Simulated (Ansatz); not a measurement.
# LaSc2Si2, from a guessed structure to a relaxed one, part 2 of 2

This structure for LaSc2Si2 is made up. Its elements were placed in a known structure type with a cell scaled to their sizes. What cell does the guess relax to, and how far off was it?

Ansatz 0.2.0; DFT, r2SCAN, plane-wave PAW, files of the set soft_1, scalar-relativistic, no spin, cell and ions relaxed at zero pressure; PAW set soft_1 (the session's first sound run).

So far: The starting structure; Relaxing cell and atoms. The relaxed cell has a = 4.373, c = 11.906 Å (conventional setting).

## 3. Electronic structure of the relaxed cell

With the geometry fixed, one more self-consistent run, with a narrower smearing and the mesh shown in its input, gives the bands, and its pressure, and its forces where symmetry allows any, show how far the geometry depends on these settings.

This step: DFT, r2SCAN, plane-wave PAW, files of the set soft_1, scalar-relativistic, no spin, bands and density of states at the relaxed cell; PAW set soft_1 (Ansatz 0.2.0).

input.yaml

```yaml
crystal:
  lattice:
    - [-2.1867203236, 2.1867203236, 5.9527931966]
    - [2.1867203236, -2.1867203236, 5.9527931966]
    - [2.1867203236, 2.1867203236, -5.9527931966]
  atoms:
    - { symbol: La, position: [0.0, 0.0, 0.0] }
    - { symbol: Sc, position: [0.75, 0.25, 0.5] }
    - { symbol: Sc, position: [0.25, 0.75, 0.5] }
    - { symbol: Si, position: [0.3959521764, 0.3959521764, 0.0] }
    - { symbol: Si, position: [0.6040478236, 0.6040478236, 0.0] }
kpoints:
  mp_grid: { grid: [10, 10, 10] }
  band_path:
    path:
      - [[0.0, 0.0, 0.0], [-0.5, 0.5, 0.0], [-0.5, 0.5, -0.06747065], [-0.28373533, 0.28373533, -0.28373533], [0.0, 0.0, 0.0], [0.5, 0.5, -0.5], [0.28373533, 0.71626467, -0.71626467], [0.0, 0.5, -0.5], [-0.25, 0.75, -0.25], [0.06747065, 0.93252935, -0.5], [0.5, 0.5, -0.5]]
      - [[-0.5, 0.5, 0.0], [-0.25, 0.75, -0.25]]
    npoints: 7
scf:
  occupations: { method: fermi_dirac, width: 0.03 }
  n_extra_bands: 9
hamiltonian:
  xc: r2scan
  pseudopotentials: { kind: paw, azcp: { folder: soft_1 } }
output:
  forces: true
  stress: true
  write_bands: true
  dos: { projected: true }
  write_density: true
  write_potential: true
  elf: true
  volumetric_format: npy
```

Started as:

```console
$ ansatz run input.yaml --threads 4 --pin off --max-ram 8192MiB --backend cpu --events-out ev --progress --plain --runs-dir out
```

Numbers of over 12 decimals in the logs are rounded to 6 here.

Log:

```text
La: projections on atomic orbitals take those of the free atom [Kr 4d10] 4f0 5s2 5p6 5d1 6s2, of charge +0.00 (hamiltonian.pseudopotentials.projection_atoms); the dataset's partial waves leave at most 1.9e-5 of an orbital's norm unspanned inside its sphere
[...]
Crystal: 5 atoms, lattice volume = 113.859 Å³
Basis set: ecut = 500 eV, 2845 PW (Γ), exchange–correlation on 200×200×200 points (64 copies of the dense FFT grid, shifted against one another)
Bands: 30, of which v1, the nominal top of the filled ones, is band 21 counted from 1 (20 counted from 0)
Symmetry: 16 space group operations
[...]
k-points: 102 of 1000
[...]
SCF iter   1: F=—  HF=-11827.897725 eV  |F-HF|=—  |Δ(HF+E_count)|=         —  Δρ=3.29e-2  dr2=1.58e0  dr2_τ=2.28e-2  ethr=3.10e-3  ⟨swp⟩=6.4  Hψ=14628  notcnv=0
[...]
SCF iter   9: F=-11827.961588 eV  HF=-11827.961588 eV  |F-HF|=2.00e-9  |Δ(HF+E_count)|=   2.16e-8  Δρ=1.91e-6  dr2=6.54e-9  dr2_τ=2.12e-10  ethr=2.44e-10  ⟨swp⟩=16.3  Hψ=21939  notcnv=0
SCF 1 converged in 9 iterations: F = -11827.961588 eV  dr2 = 6.54e-9
[...]
NSCF: frozen V_eff on 79 k-points
SCF converged after 9 iterations
Free energy (F): -11827.961588 eV
[...]
Internal energy: -11827.946957 eV  (E = F + TS)
E sigma→0 (E₀):  -11827.954272 eV
Entropy (-TS):   -0.014631 eV (-2.926 meV/atom)
Fermi energy:    10.080482 eV
[...]
--- Forces (eV/Å), atoms counted from 1 ---
  atom   1  La     0.00000000     0.00000000    -0.00000000
  atom   2  Sc     0.00000000     0.00000000     0.00000000
  atom   3  Sc     0.00000000     0.00000000     0.00000000
  atom   4  Si    -0.00000000    -0.00000000    -0.00543776
  atom   5  Si     0.00000000    -0.00000000     0.00543776
  max |Σ_I F_I| component: 3.47e-18 eV/Å
--- Stress (GPa, compression-positive) ---
       -0.017129       0.000000      -0.000000
        0.000000      -0.017129      -0.000000
        0.000000      -0.000000      -0.037881
  P = ⅓ Tr σ = -0.0240 GPa (-0.240 kbar)
--- Band table (eV; the first three rows and the last of 102) ---
  k-point 0: bands = [... 17 lower, 8.9128, 9.4254, 9.4254, 9.9341, 9.9453, 10.9357, 11.3348, 11.9578, ... 5 higher]
  k-point 1: bands = [... 17 lower, 8.9703, 8.9928, 9.6058, 10.0511, 10.2220, 10.9459, 11.6224, 11.6250, ... 5 higher]
  k-point 2: bands = [... 17 lower, 8.1653, 9.1823, 9.9211, 10.1175, 10.4949, 10.8831, 11.2848, 11.7637, ... 5 higher]
  k-point 101: bands = [... 17 lower, 8.9524, 8.9524, 9.0464, 9.2766, 9.3143, 10.0220, 12.2781, 12.3798, ... 5 higher]
```

It took 20 s on 4 threads of Arm Neoverse V1, shared host; peak memory 1.2 GiB.

This step gave:

* free energy: -11827.9616 eV
* energy at zero smearing: -11827.9543 eV
* smearing term TS: 0.01463 eV
* Fermi energy: 10.08 eV
* pressure: -0.02405 GPa

bands.tsv at the labelled points (eV, zero at the Fermi level; the bands that come nearest the Fermi level along the path):

```
point  band 18  band 19  band 20  band 21  band 22  band 23  band 24  band 25
    Γ    -1.17    -0.66    -0.66    -0.15    -0.14     0.86     1.25     1.88
    X    -1.91    -1.77    -1.05     0.06     0.37     0.68     1.96     2.15
    Y    -2.12    -1.76    -0.95    -0.06     0.43     0.66     2.02     2.13
    S    -2.00    -0.85    -0.40    -0.39     0.39     1.40     1.47     1.62
    Γ    -1.17    -0.66    -0.66    -0.15    -0.14     0.86     1.25     1.88
    Z    -1.13    -1.13    -1.03    -0.80    -0.77    -0.06     2.20     2.30
   S1    -2.00    -0.85    -0.40    -0.39     0.39     1.40     1.47     1.62
    N    -1.60    -1.11    -0.67     0.55     0.67     0.75     1.17     1.80
    P    -1.85    -1.85    -1.11     0.12     0.54     0.54     2.05     2.05
   Y1    -2.12    -1.76    -0.95    -0.06     0.43     0.66     2.02     2.13
    Z    -1.13    -1.13    -1.03    -0.80    -0.77    -0.06     2.20     2.30
    X    -1.91    -1.77    -1.05     0.06     0.37     0.68     1.96     2.15
    P    -1.85    -1.85    -1.11     0.12     0.54     0.54     2.05     2.05
```

Counts of states for the cell as run, both spins, by energy window (eV from the Fermi level):

| from | to | total |
| --- | --- | --- |
| -8 | -7 | 0.41 |
| -7 | -6 | 1.59 |
| -6 | -5 | 0.00 |
| -5 | -4 | 0.33 |
| -4 | -3 | 2.59 |
| -3 | -2 | 3.06 |
| -2 | -1 | 3.81 |
| -1 | 0 | 3.19 |
| 0 | 1 | 4.68 |
| 1 | 2 | 4.35 |

A further 26.0 states lie below the table's range.

ELF in the ab plane of the cell as run, not the conventional one, at fractional z = 0.000, with atoms of La and Si within 0.2 Å of it. It is the smooth field of the valence electrons, not physical close to the nuclei.

Ten even steps from '_' (0.07) to '@' (0.84), each cell a mean:
```
__--%%%%::..==++--..__..--==::..**@@**
####@@@@==..==####++--::==++++::::##@@
@@@@@@@@==..==%%@@%%##++++**##++::::**
--**##**::__==%%@@@@@@%%######%%++::..
........____--##@@@@%%%%%%########++::
--::::::..::==**%%**++++**%%####**++==
==++**##**++++##%%**--====**%%##++==--
--**%%@@@@%%##%%%%##==++==++%%%%++::..
..==##@@@@%%####@@@@##==--++%%@@##--__
__..**@@@@##====##@@@@##****@@@@%%++..
....==##@@##======##@@%%%%%%@@@@@@##--
--::==**%%##========##%%##**##%%%%##++
====++**##%%**======####++==--========
::==**######%%######%%%%++::____......
..::++##%%####%%@@@@@@@@**..__::====::
++::::++####****##@@@@@@##::..**@@@@%%
@@##--::++**++====**##%%**::..##@@@@%%
++@@##::::====::....==**++::..**@@##--
__++@@++..::==--..__..--==--..--@@##__
```
Columns run along a (6.7 Å), rows up along b (6.7 Å). Atoms in or near the plane, at fractional coordinates: La at (0.00, 0.00), Si at (0.40, 0.40), Si at (0.60, 0.60).

Electrostatic potential energy in the ab plane of the cell as run, not the conventional one, at fractional z = 0.000, with atoms of La and Si within 0.2 Å of it. With pseudopotentials it is smooth inside the atoms' cores, unlike the true potential.

Ten even steps from '_' (-28 eV) to '@' (13 eV), each cell a mean:
```
==::__--##@@@@@@@@%%%%@@@@@@@@%%**..__
______::##@@@@@@@@@@@@@@@@@@@@@@%%++..
::....--##%%@@@@@@@@@@@@@@@@@@@@@@%%**
##**++**##%%@@@@%%%%%%@@@@@@@@@@@@@@%%
@@%%%%%%%%@@@@%%##++==**%%@@@@@@@@@@@@
@@@@@@@@@@@@@@%%**..__..==%%@@@@@@@@@@
@@@@@@@@@@@@@@@@##::::++::==%%@@@@@@@@
@@@@@@@@%%%%%%%%%%==..**++..**@@@@@@@@
%%@@@@@@##====++####--..::__==%%@@@@%%
%%%%@@@@##..____--####==::..++%%@@@@%%
@@@@@@@@##::::++::--##%%##**##%%@@@@@@
@@@@@@@@%%++..++++__++%%@@%%%%@@@@@@@@
@@@@@@@@@@%%==..::__==%%@@@@@@@@@@@@@@
@@@@@@@@@@@@%%++::..==%%@@@@@@%%%%@@@@
%%@@@@@@@@@@@@%%######%%@@@@%%########
**%%@@@@@@@@@@@@@@@@@@@@@@@@%%**--::--
..++%%@@@@@@@@@@@@@@@@@@@@@@%%++..____
__..++%%@@@@@@@@@@%%@@@@@@@@%%**..__::
++__..**%%@@@@@@@@%%%%@@@@@@@@##::__==
```
Columns run along a (6.7 Å; values clipped at the 3rd and 97th percentile), rows up along b (6.7 Å). Atoms in or near the plane, at fractional coordinates: La at (0.00, 0.00), Si at (0.40, 0.40), Si at (0.60, 0.60).

Valence density in the ab plane of the cell as run, not the conventional one, at fractional z = 0.000, with atoms of La and Si within 0.2 Å of it. It is the smooth field of the valence electrons, not physical close to the nuclei.

Ten even steps from '_' (0.1 e/Å³) to '@' (1.8 e/Å³), each cell a mean:
```
@@@@%%==________________________::**@@
@@@@%%++..________________________::**
++****==..__________________________::
..::::::________......________________
________________..........____________
________________............__________
________________....______....________
________..............____....________
______..................__......______
______..........................______
________....______..............______
________......____......______________
__________......__......______________
____________............______________
______________..........________....__
::________________....________::==++==
**--__________________________::**%%%%
@@##--________________________::**@@@@
@@@@**::______________________..++@@@@
```
Columns run along a (6.7 Å), rows up along b (6.7 Å). Atoms in or near the plane, at fractional coordinates: La at (0.00, 0.00), Si at (0.40, 0.40), Si at (0.60, 0.60).

## 4. Outcome

| Item | Value |
| --- | --- |
| space group, relaxed | I4/mmm |
| conventional cell | a = 4.373, b = 4.373, c = 11.906 Å; α = 90.0°, β = 90.0°, γ = 90.0° |
| volume per atom | 22.77 Å³ (guess 20.76) |

What this shows: LaSc2Si2 relaxes to I4/mmm with a = 4.373, b = 4.373 and c = 11.906 Å. The guessed volume was 9 % too small. The space group I4/mmm was held in the relaxation, so the end point is a stationary structure within it and may be a saddle against distortions or other arrangements. Bands cross the Fermi level, so it is a metal or semimetal at this level. The electron count is odd, which forces that without spin polarisation or a larger cell. On the 10×10×10 mesh with the narrower smearing (relaxed on 9×9×9) the largest force component is 0.005 eV/Å and the largest stress component is 0.038 GPa, within the relaxation's thresholds of 0.015 eV/Å and 0.05 GPa. The cutoff wasn't tested. Spin-orbit coupling is left out, which can matter for elements this heavy. No dispersion term is used, so weakly bound directions may come out too long. Nothing here tests whether the compound is stable against decomposition.

[Logs are printed without paths, hosts, clocks, repeated set-up lines and the standing remarks that a program may print on its own settings, such as how far it seeks lower states.]

[Hosts, paths, dates, database ids (printed as entryN), source tags and the programs' standing remarks are cut or masked in the printed files.]
